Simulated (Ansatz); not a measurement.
**ScAlSe3 (model cell, started as cubic perovskite with Al in the octahedra): following an unstable mode**

Aim: this structure of ScAlSe3 (model cell, started as cubic perovskite with Al in the octahedra) is to be tested for unstable modes, and one is followed downhill.

Calculated with Ansatz 0.2.0; DFT PBE, scalar-relativistic, plane waves, PAW; PAW set soft_1.

This is a report of a sequence of runs, with most program output left out.

The structure was built from a prototype and need not be the compound's stable phase.

## 1. Set-up

The structure is cubic, space group Pm-3m (No. 221). Conventional cell: a = 4.862 Å, b = 4.862 Å, c = 4.862 Å, α = 90.00°, β = 90.00°, γ = 90.00°. Sc has 12 Se at 3.44 Å nearest. Nearest to Al lie 6 Se at 2.43 Å. Se has 2 Al at 2.43 Å and 4 Sc at 3.44 Å nearest. Farther neighbours and most contacts between anions are not listed.

Structure file:

```cif
data_structure
_symmetry_space_group_name_H-M 'Pm-3m'
_symmetry_Int_Tables_number 221
_cell_length_a 4.8618
_cell_length_b 4.8618
_cell_length_c 4.8618
_cell_angle_alpha 90.000
_cell_angle_beta 90.000
_cell_angle_gamma 90.000
_cell_volume 114.92
loop_
_atom_site_label
_atom_site_type_symbol
_atom_site_symmetry_multiplicity
_atom_site_Wyckoff_symbol
_atom_site_fract_x
_atom_site_fract_y
_atom_site_fract_z
_atom_site_occupancy
Sc1 Sc 1 a 0.00000 0.00000 0.00000 1
Al1 Al 1 b 0.50000 0.50000 0.50000 1
Se1 Se 3 c 0.50000 0.50000 0.00000 1
```

## 2. Phonons on a q mesh

The cell comes from relaxations at this level that are not shown. Stability and thermal properties need the whole zone. Linear response on a 2×2×2 q mesh gives force constants as far as a supercell of that size would.

File input.yaml:

```yaml
crystal:
  lattice:
    - [4.8618479548, 0.0, 0.0]
    - [0.0, 4.8618479548, 0.0]
    - [0.0, 0.0, 4.8618479548]
  atoms:
    - { symbol: Sc, position: [0.0, 0.0, 0.0] }
    - { symbol: Al, position: [0.5, 0.5, 0.5] }
    - { symbol: Se, position: [0.5, 0.5, 0.0] }
    - { symbol: Se, position: [0.5, 0.0, 0.5] }
    - { symbol: Se, position: [0.0, 0.5, 0.5] }
kpoints:
  mp_grid: { grid: [8, 8, 8] }
hamiltonian:
  xc: pbe
  pseudopotentials: { kind: paw, azcp: { folder: soft_1 } }
scf:
  occupations: { method: methfessel_paxton, width: 0.2 }
output:
  eigenvalues: true
phonons:
  method: dfpt
  qmesh: [2, 2, 2]
  temperatures: { t_max: 1000, t_step: 50 }
  qpath:
    path:
      - [[0.0, 0.0, 0.0], [0.0, 0.5, 0.0], [0.5, 0.5, 0.0], [0.0, 0.0, 0.0], [0.5, 0.5, 0.5], [0.0, 0.5, 0.0]]
      - [[0.5, 0.5, 0.5], [0.5, 0.5, 0.0]]
    npoints: 10
```

Started as:

```console
> ansatz run input.yaml --threads 4 --pin off --max-ram 16384MiB --backend cpu --events-out ev --progress --plain --runs-dir out
```

Elapsed: 5 min, on 4 threads of Arm Neoverse V2, shared host; peak memory 1.7 GiB.

This step gave:

```
volume per atom                                         : 22.98 Å³
gap on the k-mesh                                       : 0 eV
sum-rule residual before enforcement                    : 2.18e-5 eV/Å²
lowest frequency on the path                            : -187.0 cm⁻¹
point group                                             : m-3m
highest frequency on the path or at a solved wavevector : 337 cm⁻¹
highest optical mode at the zone centre (no LO-TO term) : 335.2 cm⁻¹
lowest optical zone-centre mode                         : -187.0 cm⁻¹
lowest mode on the q mesh (acoustic modes at Γ apart)   : -187.0 cm⁻¹
```

Frequencies (cm⁻¹) solved at each irreducible wavevector; negative means imaginary. Frequencies by wavevector, by row:

```
q in reciprocal lattice units  star  mode 1  mode 2  mode 3  mode 4  mode 13  mode 14  mode 15
                        0 0 0     1    -187    -187    -187  -119.6    335.2    335.2    335.2
                     0 0 -0.5     3  -169.1  -169.1  -112.7   -90.1    311.7      334      334
                  0 -0.5 -0.5     3  -175.1  -175.1  -153.3   -88.4    323.5    323.5    332.4
               -0.5 -0.5 -0.5     1  -183.2  -183.2  -183.2  -175.2      337      337      337
```

Interpolated from a 2×2×2 q mesh. The phonon branches at the labelled points (cm⁻¹):

```
    point  branch 1  branch 2  branch 3  branch 4  branch 12  branch 13  branch 14  branch 15
        Γ      -187      -187      -187      -120         59        335        335        335
  halfway      -178      -178      -144      -116        152        327        335        335
        X      -169      -169      -113       -90        218        312        334        334
  halfway      -172      -145      -144      -137        223        318        330        333
        M      -175      -175      -153       -88        248        324        324        332
  halfway      -170      -161      -146      -131        172        326        332        334
        Γ      -187      -187      -187      -120         59        335        335        335
  halfway      -168      -168      -139      -132        190        327        327        336
        R      -183      -183      -183      -175        268        337        337        337
  halfway      -164      -164      -156      -149        230        324        329        336
        X      -169      -169      -113       -90        218        312        334        334
jump to R      -183      -183      -183      -175        268        337        337        337
  halfway      -178      -178      -165      -148        251        330        330        335
        M      -175      -175      -153       -88        248        324        324        332
```

Symmetry leaves 4 wavevectors to solve. The lowest mode among them, the acoustic zeros apart, lies at Γ and is imaginary, 187.0i cm⁻¹, so the energy falls along it.

## 3. The mode frozen in, largest atomic shift 0 Å

The mode followed lies at Γ with frequency 187.0i cm⁻¹ and is 3-fold degenerate, the softest among the wavevectors solved. At small amplitude the distorted cell has space group no. 160 by a symmetry search on the positions. The undistorted cell that holds it gives the zero of energy on the same k mesh.

input.yaml, the sections that differ from step 2:

```yaml
output:
  forces: true
  stress: true
  eigenvalues: true
# crystal, kpoints, hamiltonian, scf: as in step 2
# phonons: removed
```

Elapsed: 2.1 s, on 4 threads; peak memory 0.49 GiB.

Numbers from this step:

```yaml
pressure: -0.001807 GPa
energy_from_the_undistorted_cell: 0 meV/atom
```

The run ends at a pressure of 0.00 GPa.

## 4. The mode frozen in, largest atomic shift 0.6 Å

The atoms are moved along the unstable eigenvector, the largest shift by 0.6 Å, with the cell fixed.

input.yaml, the sections that differ from step 3:

```yaml
crystal:
  lattice:
    - [4.8618479548, 0.0, 0.0]
    - [0.0, 4.8618479548, 0.0]
    - [0.0, 0.0, 4.8618479548]
  atoms:
    - { symbol: Sc, position: [-0.0712507188, 0.0712507188, 0.0712507188] }
    - { symbol: Al, position: [0.4938138683, 0.5061861317, 0.5061861317] }
    - { symbol: Se, position: [0.5210464872, 0.4789535128, -0.0005815776] }
    - { symbol: Se, position: [0.5210464872, -0.0005815776, 0.4789535128] }
    - { symbol: Se, position: [0.0005815776, 0.4789535128, 0.4789535128] }
# kpoints, hamiltonian, scf, output: as in step 3
```

The job ended after 6.6 s (4 threads; peak memory 0.52 GiB).

Numbers from this step:

* pressure: 2.501 GPa
* energy from the undistorted cell: -173.9 meV/atom

The energy, extrapolated to zero smearing, is -173.88 meV/atom against the undistorted cell.

The run ends at a pressure of 2.50 GPa, with forces up to 1.2 eV/Å.

## 5. Energy along the mode, all amplitudes (two of the runs are shown above)

An imaginary frequency means negative curvature, so the energy should fall and then rise again as anharmonic terms take over.

Numbers from this step:

```
depth at the lowest point sampled  : 173.9 meV/atom
largest atomic shift at that point : 0.6 Å
```

Energy from the parent against largest atomic shift:

```
largest atomic shift (Å)  energy from the parent (meV/atom)
                   0.000                                  0
                   0.040                              -1.20
                   0.080                              -4.78
                   0.140                              -14.4
                   0.220                              -34.3
                   0.320                              -68.0
                   0.450                               -119
                   0.600                               -174
```

Displacement at unit largest shift by atom:

```
atom   x (Å)   y (Å)   z (Å)   size
 Sc1  -0.577   0.577   0.577  0.999
 Al2  -0.050   0.050   0.050  0.087
 Se3   0.171  -0.171  -0.005  0.242
 Se4   0.171  -0.005  -0.171  0.242
 Se5   0.005  -0.171  -0.171  0.242
```

The lowest of the steps tried is the last one, at 0.6 Å, 174 meV/atom below the parent; the bottom of the well need not coincide with a step.

## 6. Relaxation from the frozen mode

Starting from the lowest point found, all atoms and the cell are let go, so that strain and other modes of the same symmetry can join in.

input.yaml: that of step 4 with these lines changed.

```diff
@@ -22 +22,6 @@
   eigenvalues: true
+relax:
+  adjacent_minimum: "off"
+  f_tol: 0.002
+  max_steps: 120
+  cell: { stress_tol: 0.03 }
```

Wall time 84 s (4 threads); peak memory 0.6 GiB.

Step by step:

```
step  energy less that of the first step (eV)  largest force component (eV/Å)  pressure (GPa)  volume (Å³)
   1                                   0.0000                          0.6935            2.50       114.92
   2                                  -0.3540                          0.3307            2.22       119.81
   3                                  -0.5358                          0.1004            1.18       127.38
   4                                  -0.5709                          0.0500            0.02       133.00
   5                                  -0.5729                          0.0672           -0.08       133.47
   6                                  -0.5739                          0.0345            0.07       133.21
   7                                  -0.5746                          0.0204           -0.07       132.82
   8                                  -0.5747                          0.0003            0.00       132.89
  9*                                  -0.5773                          0.0006            0.03       132.89
  10                                  -0.5773                          0.0005            0.00       133.03
 11*                                  -0.5773                          0.0005            0.00       133.03
```

Relaxation steps marked * repeat the geometry before them on a plane-wave basis chosen anew for their cell, so energy and pressure can jump there.

The run keeps the 6 symmetry operations that it works with, so distortions that break them were not tested.

```
conventional cell, symmetrised  before  after   change
                         a (Å)   6.876  7.034   +2.3 %
                         b (Å)   6.876  7.034   +2.3 %
                         c (Å)   8.421  9.314  +10.6 %
              volume (Å³/atom)   22.98  26.61  +15.8 %
```

The atoms that moved most (Å, as changes of fractional coordinates times the final cell):

```
atom      dx      dy      dz  length
 Sc1  -0.318   0.318   0.318   0.551
 Al2   0.097  -0.097  -0.097   0.167
 Se3   0.054  -0.054  -0.114   0.137
 Se4   0.054  -0.114  -0.054   0.137
 Se5   0.114  -0.054  -0.054   0.137
```

Final coordinates:

```xyz
5
Lattice="5.1083 -0.1347 -0.1347 -0.1347 5.1083 0.1347 -0.1347 0.1347 5.1083" Properties=species:S:1:pos:R:3 pbc="T T T"
Sc   -0.7014    0.7014    0.7014
Al    2.4829    2.4907    2.4907
Se    2.6511    2.3225   -0.1225
Se    2.6511   -0.1225    2.3225
Se   -0.0122    2.4572    2.4572
```

This step gave:

| Quantity | Value |
| --- | --- |
| pressure | -9.80e-4 GPa |
| volume per atom | 26.61 Å³ |

The distorted start has space group R3m; the relaxation ends in R3m.

## 7. The new phase in its own primitive cell

The relaxed structure is symmetrised, reduced to its primitive cell and relaxed tightly, as its phonons need.

input.yaml, the sections that differ from step 6:

```yaml
crystal:
  lattice:
    - [3.5168757218, 2.0304691447, 3.1047937712]
    - [-3.5168757218, 2.0304691447, 3.1047937712]
    - [0.0, -4.0609382894, 3.1047937712]
  atoms:
    - { symbol: Sc, position: [0.8695623435, 0.8695623435, 0.8695623435] }
    - { symbol: Al, position: [0.5117966826, 0.5117966826, 0.5117966826] }
    - { symbol: Se, position: [0.5307642134, 0.0223502486, 0.5307642134] }
    - { symbol: Se, position: [0.0223502486, 0.5307642134, 0.5307642134] }
    - { symbol: Se, position: [0.5307642134, 0.5307642134, 0.0223502486] }
kpoints:
  mp_grid: { grid: [9, 9, 9] }
relax:
  adjacent_minimum: "off"
  f_tol: 0.001
  max_steps: 60
  cell: { stress_tol: 0.01 }
# hamiltonian, scf, output: as in step 6
```

The job ended after 61 s (4 threads; peak memory 0.67 GiB; 4 min of CPU time).

Little changed from the start: no atom moved by 0.005 Å and no cell edge by 0.1 %.

Numbers from this step:

```yaml
pressure: -2.24e-4 GPa
```

The largest force component left is 0.54 meV/Å and the pressure is 0.000 GPa, within the tolerances set. The cell now holds 26.61 Å³/atom.

## 8. Modes of the new phase, k-mesh 9×9×9

A relaxed structure may still be a saddle point, so its zone-centre modes are computed. No field response is asked, since the mesh shows no gap.

input.yaml, the sections that differ from step 7:

```yaml
crystal:
  lattice:
    - [3.5175570204, 2.0308624926, 3.1044247947]
    - [-3.5175570204, 2.0308624926, 3.1044247947]
    - [0.0, -4.0617249852, 3.1044247947]
  atoms:
    - { symbol: Sc, position: [0.8694630235, 0.8694630235, 0.8694630235] }
    - { symbol: Al, position: [0.5118710534, 0.5118710534, 0.5118710534] }
    - { symbol: Se, position: [0.5307778443, 0.0223479359, 0.5307778443] }
    - { symbol: Se, position: [0.0223479359, 0.5307778443, 0.5307778443] }
    - { symbol: Se, position: [0.5307778443, 0.5307778443, 0.0223479359] }
output:
  eigenvalues: true
phonons:
  method: dfpt
# kpoints, hamiltonian, scf: as in step 7
# relax: removed
```

Wall time 5.3 min (4 threads); peak memory 5.5 GiB; 20 min of CPU time.

This step gave:

```yaml
sum_rule_residual_before_enforcement: 3.02e-5 eV/Å²
point_group: 3m
highest_optical_mode_at_the_zone_centre_no_lo_to_term: 274.1 cm⁻¹
lowest_optical_zone_centre_mode: -79.93 cm⁻¹
```

Patterns of degenerate modes are one choice out of their space. Modes at Γ, with each element's share of the kinetic energy (negative means imaginary):

```
mode  frequency (cm⁻¹)  symmetry  Sc %  Al %  Se %
   1             -79.9        A2     0     0   100
   2             -66.1         E    24     5    71
   3             -66.1         E    24     5    71
   4               0.0  acoustic    15     9    77
   5               0.0  acoustic    15     9    77
   6               0.0  acoustic    15     9    77
   7              24.7         E     9    39    53
   8              24.7         E     9    39    53
   9              99.1        A1    19    34    47
  10             201.9         E    52     2    47
  11             201.9         E    52     2    47
  12             212.3         E     1    46    54
  13             212.3         E     1    46    54
  14             218.3        A1    37    38    25
  15             274.1        A1    29    19    51
```

Displacements in mode 1 (-79.9 cm⁻¹), the largest set to 1:
```
Sc1  0.00  0.00  0.00
Al2  0.00  0.00  0.00
Se3 -0.50 -0.87  0.00
Se4 -0.50  0.87  0.00
Se5  1.00  0.00  0.00
```

Displacements in mode 3 (-66.1 cm⁻¹), the largest set to 1:
```
Sc1 -0.04  1.00  0.00
Al2 -0.02  0.60  0.00
Se3 -0.57 -0.56 -0.19
Se4  0.56 -0.60 -0.17
Se5  0.03  0.39  0.35
```

Before it was imposed, the acoustic sum rule was missed by 3.0e-5 eV/Å². Small misses are needed for a sound result but don't prove that mesh and cutoff are converged. The lowest optical mode is imaginary, 79.9i cm⁻¹, so the energy falls along it.

## 9. What came out

```yaml
unstable_mode_of_the_parent: q = (0, 0, 0), 187i cm⁻¹
depth_at_the_lowest_point_sampled: 174 meV/atom
largest_atomic_shift_at_that_point: 0.6 Å
space_group_reached_within_0p01_a: R3m
energy_gained_over_the_parent_first_relaxation_on_the_mesh_of_the_frozen_mode: 289 meV/atom
volume_per_atom_phase_reached: 26.6 Å³
lowest_optical_zone_centre_mode_phase_reached: -79.9 cm⁻¹
highest_optical_mode_at_the_zone_centre_no_lo_to_term_phase_reached: 274 cm⁻¹
```

**Reading.** Along this mode the structure falls into R3m, 289 meV/atom below the parent. At the parent's cell the well is 173.9 meV/atom deep on the steps tried, with its lowest point at a shift of 0.6 Å. That is the last step tried, so the steps alone don't bracket the bottom of the well. Relaxing atoms and cell changes the gain by +115.51 meV/atom against the lowest step (energies at zero smearing). The new phase still has an imaginary mode at the zone centre of its cell, so it is a saddle point on the way to a lower structure. Of the 6 patterns followed to their end from this parent, this one ends 380 meV/atom above the lowest, Amm2. Another end point lies within 1 meV/atom; how such a difference moves with mesh and cutoff was not tested. Each path keeps the symmetry of its pattern, so a lower phase may lie along a pattern not tried. With no gap, or one that is small against the smearing, the frequencies hang on the k mesh and the smearing, most of all near Kohn anomalies. The starting cell was built on a prototype and not taken from a measurement, so the phase need not exist.

[Logs are printed without paths, hosts, clocks, repeated set-up lines and the standing remarks that a program may print on its own settings, such as how far it seeks lower states.]

[Hosts, paths, dates, database ids (printed as entryN), source tags and the programs' standing remarks are cut or masked in the printed files.]
